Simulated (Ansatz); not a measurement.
# Dielectric function and optical constants of BaZrO3

Aim: the dielectric function of BaZrO3, and the optical constants that follow from it.

Main program and level: Ansatz 0.2.0; DFT, PBE, plane-wave PAW, default files, scalar-relativistic, independent-particle optical response without local fields.

This is a report of a sequence of runs, with most program output left out.

## 1. Starting point

Symmetry: Pm-3m, No. 221, cubic system. Conventional cell: a = 4.191 Å, b = 4.191 Å, c = 4.191 Å, α = 90.00°, β = 90.00°, γ = 90.00°. Ba has 12 O at 2.96 Å nearest. Nearest to Zr lie 6 O at 2.10 Å. Nearest to O lie 2 Zr at 2.10 Å and 4 Ba at 2.96 Å. Farther neighbours and most contacts between anions are not listed.

As a file:

```cif
data_structure
_symmetry_space_group_name_H-M 'Pm-3m'
_symmetry_Int_Tables_number 221
_cell_length_a 4.1913
_cell_length_b 4.1913
_cell_length_c 4.1913
_cell_angle_alpha 90.000
_cell_angle_beta 90.000
_cell_angle_gamma 90.000
_cell_volume 73.63
loop_
_atom_site_label
_atom_site_type_symbol
_atom_site_symmetry_multiplicity
_atom_site_Wyckoff_symbol
_atom_site_fract_x
_atom_site_fract_y
_atom_site_fract_z
_atom_site_occupancy
Ba1 Ba 1 a 0.00000 0.00000 0.00000 1
Zr1 Zr 1 b 0.50000 0.50000 0.50000 1
O1 O 3 c 0.50000 0.50000 0.00000 1
```

## 2. Ground state and bands

First the ground state: is it a metal or has it a gap?

This step: DFT, PBE, plane-wave PAW, default files, scalar-relativistic, ground state (Ansatz 0.2.0).

input.yaml

```yaml
crystal:
  lattice:
    - [4.19134, 0.0, 0.0]
    - [0.0, 4.19134, 0.0]
    - [0.0, 0.0, 4.19134]
  atoms:
    - { symbol: Ba, position: [0.0, 0.0, 0.0] }
    - { symbol: Zr, position: [0.5, 0.5, 0.5] }
    - { symbol: O, position: [0.5, 0.5, 0.0] }
    - { symbol: O, position: [0.5, 0.0, 0.5] }
    - { symbol: O, position: [0.0, 0.5, 0.5] }
kpoints:
  mp_grid: { grid: [5, 5, 5] }
  band_path:
    path:
      - [[0.0, 0.0, 0.0], [0.0, 0.5, 0.0], [0.5, 0.5, 0.0], [0.0, 0.0, 0.0], [0.5, 0.5, 0.5], [0.0, 0.5, 0.0]]
      - [[0.5, 0.5, 0.0], [0.5, 0.5, 0.5]]
    npoints: 11
scf:
  occupations: { method: fermi_dirac, width: 0.05 }
  n_extra_bands: 9
hamiltonian:
  xc: pbe
  pseudopotentials: { kind: paw }
output:
  forces: true
  stress: true
  populations: true
  write_bands: true
```

Started as:

```sh
ansatz run input.yaml --threads 2 --pin off --max-ram 5120MiB --backend cpu --events-out ev --progress --plain --runs-dir out
```

Wall time 2.9 s (2 threads of Arm Neoverse V1, shared host); peak memory 0.36 GiB; 5.6 s of CPU time.

Read-outs, printed or worked out from the files:

* free energy: -11844.6699 eV
* Fermi energy: 11.45 eV
* gap by band count: 3.345 eV
* electrons: 40
* symmetry operations: 48
* pressure: 4.053 GPa
* gap on the k-mesh: 3.345 eV
* volume: 73.63 Å³
* gap on the path: 3.239 eV
* least direct gap on the path: 3.435 eV

There is a gap, 3.24 eV on the path, so no carriers' term is needed. The cell is left with a pressure of 4.1 GPa, as it stands unrelaxed at this level.

The electronic bands at the labelled points (eV, zero at the Fermi level; v1 is the highest filled band, c1 the lowest empty one):

| point | v4 | v3 | v2 | v1 | c1 | c2 | c3 | c4 |
| --- | --- | --- | --- | --- | --- | --- | --- | --- |
| Γ | -2.61 | -1.81 | -1.81 | -1.81 | 1.62 | 1.62 | 1.62 | 3.13 |
| 0.45 of the way | -2.91 | -2.76 | -1.94 | -1.94 | 1.77 | 2.64 | 2.64 | 3.85 |
| X | -3.33 | -3.25 | -2.04 | -2.04 | 1.99 | 4.11 | 4.11 | 4.90 |
| 0.55 of the way | -2.84 | -2.69 | -2.29 | -1.98 | 3.19 | 4.09 | 4.35 | 5.52 |
| M | -2.52 | -2.52 | -2.38 | -1.66 | 4.10 | 4.10 | 4.90 | 4.96 |
| 0.45 of the way | -3.00 | -2.58 | -2.20 | -2.07 | 3.06 | 3.13 | 3.44 | 5.04 |
| Γ | -2.61 | -1.81 | -1.81 | -1.81 | 1.62 | 1.62 | 1.62 | 3.13 |
| 0.45 of the way | -3.43 | -2.32 | -2.32 | -2.21 | 3.18 | 3.18 | 3.42 | 5.16 |
| R | -4.11 | -1.61 | -1.61 | -1.61 | 4.46 | 4.46 | 4.46 | 5.38 |
| 0.55 of the way | -3.40 | -2.49 | -2.21 | -2.13 | 3.47 | 4.28 | 4.36 | 5.80 |
| X | -3.33 | -3.25 | -2.04 | -2.04 | 1.99 | 4.11 | 4.11 | 4.90 |
| jump to M | -2.52 | -2.52 | -2.38 | -1.66 | 4.10 | 4.10 | 4.90 | 4.96 |
| 0.45 of the way | -3.72 | -2.15 | -2.15 | -1.64 | 4.38 | 4.38 | 4.79 | 5.14 |
| R | -4.11 | -1.61 | -1.61 | -1.61 | 4.46 | 4.46 | 4.46 | 5.38 |

## 3. Spectrum

The spectrum is a sum over vertical transitions between filled and empty bands at the fixed density, so many empty bands are needed.

This step: DFT, PBE, plane-wave PAW, default files, scalar-relativistic, independent-particle optical response without local fields (Ansatz 0.2.0).

input.yaml, the sections that differ from step 2:

```yaml
kpoints:
  mp_grid: { grid: [5, 5, 5] }
scf:
  occupations: { method: fixed }
output:
  optics:
    e_range: [0, 25]
    de: 0.05
    sigma: 0.1
    nscf_kmesh: { grid: [6, 6, 6] }
    bands: auto
# crystal, hamiltonian: as in step 2
```

The job ended after 49 s (2 threads; peak memory 0.93 GiB).

Numbers from this step:

* electronic dielectric constant ε∞, mean over x, y and z (by symmetry where fewer were run): 4.986
* absorption onset, first axis (α over 10⁴ cm⁻¹, or the direct gap if that lies higher): 3.490 eV
* main peak of Im epsilon, first axis: 6.288 eV
* photocurrent from vertical transitions in a film 500 nm thick on a perfect mirror (two passes), AM1.5G, no front reflection, all carriers collected: 0.4452 mA/cm²
* least direct gap on the mesh: 3.435 eV
* bands summed: 89
* spectra valid up to: 42.44 eV
* program's estimate of the k-sum error in Im epsilon: 0.08 %
* electrons in the f-sum: 32.66

The Im ε, any direction has structure finer than the step of the table below, so its rows give means over 1 eV, whole bins alone (the curve runs from 0 to 25 eV). Peaks (eV: height): 6.3: 9.44, 8.0: 8.03, 9.4: 7.19, 19.0: 4.70.

The Im ε, any direction by photon energy; means over each step:

| photon energy (eV) | Im ε, any direction |
| --- | --- |
| 2 | 0 |
| 3 | 0.0113 |
| 4 | 1.05 |
| 5 | 3.62 |
| 6 | 6.78 |
| 7 | 3.37 |
| 8 | 5.89 |
| 9 | 5.38 |
| 10 | 5.56 |
| 11 | 2.76 |
| 12 | 1.39 |
| 13 | 0.927 |
| 14 | 0.902 |
| 15 | 0.730 |
| 16 | 1.86 |
| 17 | 2.85 |
| 18 | 3.68 |
| 19 | 3.34 |
| 20 | 1.39 |
| 21 | 1.59 |
| 22 | 1.03 |
| 23 | 0.638 |
| 24 | 0.491 |

The Re ε, any direction by photon energy:

| photon energy (eV) | Re ε, any direction |
| --- | --- |
| 0 | 4.99 |
| 1 | 5.06 |
| 2 | 5.32 |
| 3 | 5.95 |
| 4 | 7.51 |
| 5 | 7.61 |
| 6 | 6.81 |
| 7 | 2.79 |
| 8 | 3.18 |
| 9 | 3.09 |
| 10 | -0.702 |
| 11 | -1.19 |
| 12 | -0.517 |
| 13 | 0.193 |
| 14 | 1.09 |
| 15 | 1.84 |
| 16 | 2.39 |
| 17 | 2.17 |
| 18 | 0.719 |
| 19 | -0.634 |
| 20 | -0.672 |
| 21 | -0.540 |
| 22 | -0.447 |
| 23 | -0.163 |
| 24 | 0.110 |
| 25 | 0.200 |

Values under 1 per cm are given as 1. Absorption coefficient, any direction against photon energy:

photon energy (eV), log10 absorption coefficient, any direction (1/cm) and a bar:
```
     0.00        0.0 
     1.00        0.0 
     2.00        0.0 
     3.00        0.0 
     4.00        4.9 ######################
     5.00        5.5 #########################
     6.00        5.8 ###########################
     7.00        5.7 ##########################
     8.00        6.1 ############################
     9.00        6.0 ############################
    10.00        6.3 #############################
    11.00        6.2 #############################
    12.00        6.1 ############################
    13.00        5.9 ###########################
    14.00        5.8 ###########################
    15.00        5.5 #########################
    16.00        6.0 ############################
    17.00        6.2 ############################
    18.00        6.3 #############################
    19.00        6.5 ##############################
    20.00        6.3 #############################
    21.00        6.4 #############################
    22.00        6.3 #############################
    23.00        6.2 ############################
    24.00        6.0 ############################
    25.00        6.0 ############################
```

The loss function −Im 1/ε at q → 0, any direction has structure finer than the step of the table below, so its rows give means over 1 eV, whole bins alone (the curve runs from 0 to 25 eV). Peaks (eV: height): 13.2: 1.20, 20.3: 0.787, 23.9: 2.30.

The loss function −Im 1/ε at q → 0, any direction by energy loss; means over each step:

energy loss (eV), loss function −Im 1/ε at q → 0, any direction and a bar:
```
        2       0.00 
        3       0.00 
        4       0.02 
        5       0.05 #
        6       0.08 #
        7       0.17 ###
        8       0.13 ##
        9       0.15 ##
       10       0.18 ###
       11       0.31 #####
       12       0.67 ###########
       13       0.87 ##############
       14       0.48 ########
       15       0.20 ###
       16       0.19 ###
       17       0.22 ###
       18       0.25 ####
       19       0.26 ####
       20       0.60 #########
       21       0.58 #########
       22       0.80 #############
       23       1.43 #######################
       24       1.89 ##############################
```

The reflectivity at normal incidence, any direction has structure finer than the step of the table below, so its rows give means over 1 eV, whole bins alone (the curve runs from 0 to 25 eV). Peaks (eV: height): 6.3: 36.4, 8.1: 33.5, 10.6: 40.2, 19.4: 44.3, 22.5: 34.4.

Table of reflectivity at normal incidence, any direction by photon energy; means over each step:

photon energy (eV), reflectivity at normal incidence, any direction (%) and a bar from the least value:
```
        1       14.8 ##########
        2       15.7 ###########
        3       17.7 #############
        4       21.9 #################
        5       25.1 ###################
        6       30.4 ########################
        7       19.3 ##############
        8       28.2 ######################
        9       25.5 ####################
       10       36.6 ##############################
       11       36.3 ##############################
       12       26.8 #####################
       13       10.4 ######
       14        4.0 
       15        3.8 
       16       10.3 ######
       17       15.0 ##########
       18       22.1 #################
       19       33.7 ###########################
       20       31.0 #########################
       21       26.2 ####################
       22       30.5 ########################
       23       26.2 #####################
       24       16.6 ############
```

From ε follow the optical constants at some laser and lamp lines:

| wavelength (nm) | n | k | R (%) | 1/α |
| --- | --- | --- | --- | --- |
| 1550 | 2.24 | 0.000 | 14.7 | over 1 mm |
| 633 | 2.30 | 0.000 | 15.6 | over 1 mm |
| 532 | 2.34 | 0.000 | 16.1 | over 1 mm |
| 405 | 2.45 | 0.000 | 17.7 | over 1 mm |
| 365 | 2.56 | 0.007 | 19.2 | 3.9 µm |
| 308 | 2.75 | 0.191 | 22.0 | 128 nm |
| 193 | 2.15 | 1.866 | 35.9 | 8.2 nm |

Rows near the edge hang on the gap, which this functional as a rule makes too small, and phonon-assisted absorption is left out.

Through 1 µm of it, D65 light comes out colourless, dimmed by reflection (x = 0.315, y = 0.331; 72 % transmitted).

The f-sum over the summed bands holds 32.7 of the cell's 40 electrons outside the frozen cores, 16 of which lie in bands more than 12 eV below the Fermi level, whose transitions come at higher energies. Up to 25 eV the strength has a mean oscillator energy of 10.4 eV, well above the main peak, so higher transitions carry much of it.

## 4. Static response with local fields

A static field by perturbation theory: the induced potential is included, and the Born charges come with it.

This step: DFT, PBE, plane-wave PAW, default files, scalar-relativistic, static field response by perturbation theory with local fields (Ansatz 0.2.0).

Edit input.yaml of step 3 so:

```diff
@@ -18,8 +18,2 @@
   pseudopotentials: { kind: paw }
-output:
-  optics:
-    e_range: [0, 25]
-    de: 0.05
-    sigma: 0.1
-    nscf_kmesh: { grid: [6, 6, 6] }
-    bands: auto
+dielectric: {}
```

The job ended after 22 s (2 threads; peak memory 0.49 GiB; 42 s of CPU time).

This step gave:

```
electronic dielectric constant ε∞, mean over x, y and z (by symmetry where fewer were run) : 4.863
```

ε∞ with local fields:

```
4.86 0.00 0.00
0.00 4.86 0.00
0.00 0.00 4.86
```

Diagonal elements. Born, by row:

| atom | Z*xx (e) | Z*yy (e) | Z*zz (e) |
| --- | --- | --- | --- |
| Ba1 | 2.753 | 2.753 | 2.753 |
| Zr2 | 6.104 | 6.104 | 6.104 |
| O3 | -2.017 | -2.017 | -4.824 |
| O4 | -2.017 | -4.824 | -2.017 |
| O5 | -4.824 | -2.017 | -2.017 |

Mean Born charges are Ba +2.75, Zr +6.10 and O -2.95, against formal valences of +2, +4 and -2. That of Zr exceeds its valence by 53 %, the mark of charge moving along hybridised bonds as the atoms shift.

## 5. Summary of results

| Quantity | Value |
| --- | --- |
| gap on the path | 3.24 eV |
| least direct gap on the path | 3.44 eV |
| electronic dielectric constant ε∞, mean over x, y and z (by symmetry where fewer were run) (independent particles) | 4.99 |
| absorption onset, first axis (α over 10⁴ cm⁻¹, or the direct gap if that lies higher) | 3.49 eV |
| main peak of Im epsilon, first axis | 6.29 eV |
| photocurrent from vertical transitions in a film 500 nm thick on a perfect mirror (two passes), AM1.5G, no front reflection, all carriers collected | 0.445 mA/cm² |
| electronic dielectric constant ε∞, mean over x, y and z (by symmetry where fewer were run) (static response with local fields) | 4.86 |

In words: At this level (PBE, independent particles) BaZrO3 has ε∞ = 4.99 (4.86 with local fields) and n = 2.24 at 1550 nm; absorption sets in near 3.5 eV, and Im ε peaks at 6.3 eV. The gap is indirect (3.24 eV), so absorption without phonons can begin only at the direct gap of 3.44 eV. The absorption coefficient passes 10⁴ cm⁻¹ at 3.49 eV, in the ultraviolet, so the visible is passed. Distinct maxima of Im ε, read by a parabola through the highest points, lie at 6.29 eV (9.5), 7.99 eV (8.0), 9.38 eV (7.2) and 19.00 eV (4.7). The f-sum over the summed bands holds 32.7 of the cell's 40 electrons outside the frozen cores, 16 of which lie in bands more than 12 eV below the Fermi level, whose transitions come at higher energies. Up to 25 eV the strength has a mean oscillator energy of 10.4 eV, well above the main peak, so higher transitions carry much of it. Through 1 µm of it, D65 light comes out colourless, dimmed by reflection (x = 0.315, y = 0.331; 72 % transmitted). With local fields and the functional's kernel the static response is 4.86 against 4.99 for independent particles (-2 %). In the base spectrum excitons and phonon-assisted transitions are missing, and so are local fields; PBE gaps are as a rule too small, which pulls the onset down and ε∞ up. In the base run ε includes the program's bounded estimate of what the bands above those summed add. Spin-orbit coupling is left out although heavy atoms are present.

[Logs are printed without paths, hosts, clocks, repeated set-up lines and the standing remarks that a program may print on its own settings, such as how far it seeks lower states.]

[Hosts, paths, dates, database ids (printed as entryN), source tags and the programs' standing remarks are cut or masked in the printed files.]
